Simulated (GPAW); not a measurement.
# Calculated records

```
! title: Quasiparticle gap of Te2Mo (P6_3/mmc) in GPAW
! method: DFT, PBE, plane waves, PAW (and 1 further level or step)
! program: GPAW 26.7.0
! settings of one run: cutoff 450 eV, GPAW PAW setups 1.2.1 data release, 3×3×2 k-mesh, nbands 209
! cost: 4 runs, 2.2 min in all on 8 MPI ranks of AMD EPYC 7R43, shared host (the runs of this entry)
! notes: The cell and positions come from the Crystallography Open Database and are kept as given unless a step says otherwise. Limits: no spin-orbit coupling. Only 2 of the mesh’s irreducible points were corrected, so a valley elsewhere could overtake. The calculation has static nuclei and no excitons; a measured gap holds zero-point and thermal motion, which mostly lowers it. With atoms this heavy the missing spin-orbit coupling can matter too. Bands and cutoff are finite, so the gap is not at the basis limit. The miss can reach some tenths of an eV and take either sign; the mesh is an error of its own. The 3×3×2 mesh is coarse for this cell, which bears on the long-range parts of exchange and screening.
! PBE gap: 0.72 eV, indirect
! G0W0 gap on the mesh: 1.42 eV
! G0W0 gap over the zone (rigid shift): 1.18 eV
! GW settings: 3×3×2 mesh, 199 bands, screening to 70 eV, Godby-Needs plasmon pole
! known limits: not at the basis limit; no spin-orbit coupling; coarse k mesh
CELL_PARAMETERS angstrom
3.51820 0.00000 0.00000
-1.75910 3.04685 0.00000
0.00000 0.00000 13.97360
ATOMIC_POSITIONS crystal
Te 0.33333 0.66667 0.62100
Te 0.66667 0.33333 0.12100
Te 0.33333 0.66667 0.87900
Te 0.66667 0.33333 0.37900
Mo 0.33333 0.66667 0.25000
Mo 0.66667 0.33333 0.75000
```

[Paths, hosts, dates, memory and timing lines, banners, echoed tables and standing remarks are left out of the program output.]

[Logs are printed without paths, hosts, clocks, repeated set-up lines and the standing remarks that a program may print on its own settings, such as how far it seeks lower states.]

[Runs of the session that timed out or met a known fault of the program may be left out.]

[Hosts, paths, dates, database ids (printed as entryN), source tags and the programs' standing remarks are cut or masked in the printed files.]
